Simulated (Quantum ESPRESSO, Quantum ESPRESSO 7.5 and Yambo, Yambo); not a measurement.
**A GW chain in Yambo: PtS2 (1T monolayer)**

How does a plane-wave GW calculation on PtS2 (1T monolayer) run from the first input to the gap?

Calculated with Quantum ESPRESSO 7.5 and Yambo 5.3.0; PBE and many-body steps on it, plane waves.

This is a report of a sequence of runs, with most program output left out.

## Step 1: The structure

The cell holds 3 atoms: 1 Pt and 2 S. Cell: a = 3.574 Å, b = 3.574 Å, c = 15.000 Å, α = 90.0°, β = 90.0°, γ = 120.0°. Vacuum lies along c.

Structure file:

```cif
data_structure
_symmetry_space_group_name_H-M 'P 1'
_symmetry_Int_Tables_number 1
_cell_length_a 3.5735
_cell_length_b 3.5735
_cell_length_c 15.0000
_cell_angle_alpha 90.000
_cell_angle_beta 90.000
_cell_angle_gamma 120.000
_cell_volume 165.89
loop_
_atom_site_label
_atom_site_type_symbol
_atom_site_fract_x
_atom_site_fract_y
_atom_site_fract_z
_atom_site_occupancy
Pt1 Pt 0.00000 0.00000 0.50000 1
S2 S 0.33333 0.66667 0.58186 1
S3 S 0.66667 0.33333 0.41814 1
```

The structure was relaxed with PBE. The runs that relaxed it are not among those shown. Spin-orbit coupling is left out unless a step names it.

## Step 2: Ground state

This step: Quantum ESPRESSO 7.5; DFT, PBE, plane waves, norm-conserving pseudopotentials.

The ground-state density comes first.

Contents of pw.in:

```
&control
  calculation = 'scf'
  prefix = 'x'
  outdir = 'o'
  pseudo_dir = 'pseudo'
/
&system
  ibrav = 0
  nat = 3
  ntyp = 2
  ecutwfc = 76.0
  nbnd = 20
  force_symmorphic = .true.
/
&electrons
  conv_thr = 1e-10
  electron_maxstep = 80
  mixing_beta = 0.5
/
ATOMIC_SPECIES
  Pt 195.08 Pt.upf
  S 32.06 S.upf
CELL_PARAMETERS angstrom
  3.5735305101 -0.0000000000 0.0000000000
  -1.7867652550 3.0947682029 0.0000000000
  0.0000000000 0.0000000000 15.0000000000
ATOMIC_POSITIONS crystal
  Pt 0.0000000000 0.0000000000 0.5000000000
  S 0.3333333333 0.6666666667 0.5818569087
  S 0.6666666667 0.3333333333 0.4181430913
K_POINTS automatic
  12 12 1 0 0 0
```

Launch:

```console
OMP_NUM_THREADS=1 mpirun -n 8 pw.x -nk 8 -in pw.in > pw.out
```

Wall time 34 s (8 MPI ranks of Arm Neoverse V1, shared host); peak memory 0.97 GiB; 3.1 min of CPU time.

Numbers from this step:

```yaml
total_energy: -4155.3492 eV
gap: 1.767 eV
k_of_the_valence_top: 0.1667, 0.1667, 0
k_of_the_conduction_bottom: 0, 0.25, 0
least_direct_gap: 1.907 eV
```

The gap is indirect, with the least direct gap 0.14 eV higher.

## Step 3: Bands along the symmetry lines

Levels along a band path, at the cheap level, show where the edges lie and whether the meshes to come will hold them.

Contents of pw.in:

```
&control
  calculation = 'bands'
  prefix = 'x'
  outdir = 'o'
  pseudo_dir = 'pseudo'
/
&system
  ibrav = 0
  nat = 3
  ntyp = 2
  ecutwfc = 76.0
  nbnd = 21
  force_symmorphic = .true.
/
&electrons
  conv_thr = 1e-9
  electron_maxstep = 80
  diago_full_acc = .true.
  diago_thr_init = 5e-6
/
ATOMIC_SPECIES
  Pt 195.08 Pt.upf
  S 32.06 S.upf
CELL_PARAMETERS angstrom
  3.5735305101 -0.0000000000 0.0000000000
  -1.7867652550 3.0947682029 0.0000000000
  0.0000000000 0.0000000000 15.0000000000
ATOMIC_POSITIONS crystal
  Pt 0.0000000000 0.0000000000 0.5000000000
  S 0.3333333333 0.6666666667 0.5818569087
  S 0.6666666667 0.3333333333 0.4181430913
K_POINTS crystal
  25
  0.00000000 0.00000000 0.00000000 1
  0.06250000 0.00000000 0.00000000 1
  0.12500000 0.00000000 0.00000000 1
  0.18750000 0.00000000 0.00000000 1
  0.25000000 0.00000000 0.00000000 1
  0.31250000 0.00000000 0.00000000 1
  0.37500000 0.00000000 0.00000000 1
  0.43750000 0.00000000 0.00000000 1
  0.50000000 0.00000000 0.00000000 1
  0.47916667 0.04166667 0.00000000 1
  0.45833333 0.08333333 0.00000000 1
  0.43750000 0.12500000 0.00000000 1
  0.41666666 0.16666666 0.00000000 1
  0.39583333 0.20833333 0.00000000 1
  0.37500000 0.25000000 0.00000000 1
  0.35416666 0.29166666 0.00000000 1
  0.33333333 0.33333333 0.00000000 1
  0.29166666 0.29166666 0.00000000 1
  0.25000000 0.25000000 0.00000000 1
  0.20833333 0.20833333 0.00000000 1
  0.16666666 0.16666666 0.00000000 1
  0.12500000 0.12500000 0.00000000 1
  0.08333333 0.08333333 0.00000000 1
  0.04166667 0.04166667 0.00000000 1
  0.00000000 0.00000000 0.00000000 1
```

It took 13 s on 8 MPI ranks; peak memory 0.83 GiB.

This step gave:

```yaml
gap: 1.767 eV
k_of_the_valence_top: 0.1667, 0.1667, 0
k_of_the_conduction_bottom: 0.25, 0, 0
least_direct_gap: 1.907 eV
```

The gap is 1.767 eV, as in the run before at this level.

The electronic bands at the labelled points (eV, zero at the top of the highest filled band):

```tsv
point	band 12	band 13	band 14	band 15	band 16	band 17	band 18	band 19
Γ	-0.77	-0.66	-0.29	-0.29	3.20	3.20	5.37	5.86
halfway	-2.00	-0.42	-0.41	-0.14	1.77	2.76	6.19	6.69
M	-2.10	-2.02	-1.67	-1.37	2.79	2.98	5.52	6.76
halfway	-2.23	-2.19	-1.09	-0.75	2.30	2.60	6.21	7.82
K	-2.44	-2.23	-0.71	-0.71	2.15	2.15	6.86	8.97
halfway	-2.05	-0.80	-0.48	0.00	2.10	2.14	6.84	7.06
Γ	-0.77	-0.66	-0.29	-0.29	3.20	3.20	5.37	5.86
```

## Step 4: Empty states on the mesh, 6×6×1 mesh, 92 bands

The sums over transitions need many empty states on a uniform mesh; this step solves for them.

Contents of pw.in:

```
&control
  calculation = 'nscf'
  prefix = 'x'
  outdir = 'o'
  pseudo_dir = 'pseudo'
/
&system
  ibrav = 0
  nat = 3
  ntyp = 2
  ecutwfc = 76.0
  nbnd = 92
  force_symmorphic = .true.
/
&electrons
  conv_thr = 1e-9
  electron_maxstep = 80
  diago_full_acc = .true.
  diago_thr_init = 5e-6
/
ATOMIC_SPECIES
  Pt 195.08 Pt.upf
  S 32.06 S.upf
CELL_PARAMETERS angstrom
  3.5735305101 -0.0000000000 0.0000000000
  -1.7867652550 3.0947682029 0.0000000000
  0.0000000000 0.0000000000 15.0000000000
ATOMIC_POSITIONS crystal
  Pt 0.0000000000 0.0000000000 0.5000000000
  S 0.3333333333 0.6666666667 0.5818569087
  S 0.6666666667 0.3333333333 0.4181430913
K_POINTS automatic
  6 6 1 0 0 0
```

Launch:

```console
OMP_NUM_THREADS=1 mpirun -n 8 pw.x -nk 4 -in pw.in > pw.out
```

Wall time 37 s (8 MPI ranks); peak memory 0.85 GiB.

This step gave:

```
gap                                                           : 2.039 eV
k of the valence top                                          : 0.1667, 0.1667, 0
k of the conduction bottom                                    : 0, 0.1667, 0
least direct gap                                              : 2.065 eV
k points computed                                             : 7
lowest point of the top converged band, above the valence top : 33.73 eV
```

On this mesh the gap is 2.039 eV. The earlier step found 1.767 eV, so this mesh misses an edge.

## Step 5: Conversion and set-up

This step: Yambo 5.3.0; conversion and set-up on PBE, plane waves, norm-conserving pseudopotentials.

The states are converted to the many-body program's format and the q mesh is built.

Launch:

```console
(cd o/x.save; p2y > p2y.log; mv SAVE ../..); yambo > setup.log
```

Elapsed: 3.2 s, on 1 MPI rank; peak memory 0.25 GiB.

## Step 6: Screening and self-energy, 6×6×1 mesh, 92 bands, screening to 108.8 eV

G0W0 replaces the xc potential by the self-energy, built once from these orbitals. Only a window of levels is corrected, while the sums run over the empty bands that the input names.

This step: G0W0 on PBE, plane waves, norm-conserving pseudopotentials.

Contents of gw1.in:

```
HF_and_locXC
gw0
dyson
ppa
em1d
rim_cut
rim_w
RandQpts= 3000000
RandGvec= 100 RL
CUTGeo= "slab z"
RandGvecW= 9 RL
EXXRLvcs= 76 Ry
VXCRLvcs= 304 Ry
Chimod= "HARTREE"
% BndsRnXp
 1 | 92 |
%
NGsBlkXp= 8 Ry
% LongDrXp
 1 | 1 | 0 |
%
% GbndRnge
 1 | 92 |
%
DysSolver= "n"
ExtendOut
PPAPntXp= 27.21138 eV
% QPkrange
 5 | 5 | 14 | 17 |
 2 | 2 | 14 | 17 |
 1 | 1 | 14 | 17 |
%
```

Launch:

```console
OMP_NUM_THREADS=2 mpirun -n 4 yambo -F gw1.in -J gw1 -C gw1 > gw1.log
```

Wall time 5.2 min (4 MPI ranks); peak memory 2.5 GiB.

This step gave:

| Item | Value |
| --- | --- |
| G0W0 gap on the points computed | 3.275 eV |
| starting gap on the mesh | 2.039 eV |
| k of the valence top | 0, 0.1667, 0 |
| k of the conduction bottom | 0, 0.1667, 0 |
| least direct G0W0 gap on the computed points | 3.275 eV |
| Z at the valence top | 0.7468 |
| Z at the conduction bottom | 0.7543 |

The gap on the mesh goes from 2.04 eV to 3.27 eV, a correction of +1.24 eV. The start differs from the 1.77 eV found before because the two sample other k points.

Limits: finite bands, cutoff and mesh; no spin polarisation; d states lean on the start; no spin-orbit coupling. v1 is the top filled band, c1 the lowest empty one. Levels before and after the correction, in eV, zero at the valence-band top of each column:

```tsv
	conduction bottom	valence top
Kohn-Sham	2.04	0.00
G0W0	3.27	0.00
```

```tsv
	level	energy (eV)
Kohn-Sham	(0 0.167 0) v2	-0.225
Kohn-Sham	(0 0.167 0) v1	-0.026
Kohn-Sham	(0 0.167 0) c1	2.039
Kohn-Sham	(0 0.167 0) c2	2.864
G0W0	(0 0.167 0) v2	-0.311
G0W0	(0 0.167 0) v1	0.000
G0W0	(0 0.167 0) c1	3.275
G0W0	(0 0.167 0) c2	4.180
```

## Step 7: Where the time went

Times are wall times on the hardware named with each run. The host was busy with other work, so they are no guide to cost.

```tsv
step	time	share	memory (GiB)
ground state	34 s	9 %	0.97
bands along the symmetry lines	13 s	3 %	0.83
empty states on the mesh	37 s	9 %	0.85
conversion and set-up	3.2 s	1 %	0.25
screening and self-energy	5.2 min	78 %	2.5
```

## Step 8: Results

```
PBE gap                              : 1.77 eV, indirect
G0W0 gap on the mesh                 : 3.27 eV
G0W0 gap over the zone (rigid shift) : 3.00 eV
GW settings                          : 6×6×1 mesh, 92 bands, screening to 108.8 eV, Godby-Needs plasmon pole
known limits                         : not at the basis limit; no spin polarisation; d states lean on the start; no spin-orbit coupling
```

In words: G0W0 moves the gap on the mesh from 2.04 eV to 3.27 eV (+1.24 eV), with Z of 0.75 and 0.75 at the edges. The mesh misses the band edges by 0.27 eV in all; a rigid shift gives 3.00 eV for the zone. Only 3 of the mesh's irreducible points were corrected, so a valley elsewhere could overtake. The dearest step here is «screening and self-energy». Bands and cutoff are finite, so the gap is not at the basis limit. The miss can reach some tenths of an eV and take either sign; the mesh is an error of its own. In the G0W0 run levels were corrected at 3 k points alone, so a gap called «on the mesh» is the least over those, and an edge elsewhere would be missed. A denser mesh or path gives a starting gap of 1.77 eV: the GW mesh misses a band edge, so its gaps are not the fundamental one. The runs have no spin polarisation. For a closed low-spin shell that is the natural state; where a d or f shell is open it is a constraint, and the gap is then not the crystal's own. With d states at the gap, one-shot GW leans hard on its start. The many-body steps are scalar-relativistic: spin-orbit coupling is not in them.

[Paths, hosts, dates, memory and timing lines, banners, echoed tables and standing remarks are left out of the program output.]

[Logs are printed without paths, hosts, clocks, repeated set-up lines and the standing remarks that a program may print on its own settings, such as how far it seeks lower states.]

[Runs of the session that timed out or met a known fault of the program may be left out.]

[Hosts, paths, dates, database ids (printed as entryN), source tags and the programs' standing remarks are cut or masked in the printed files.]
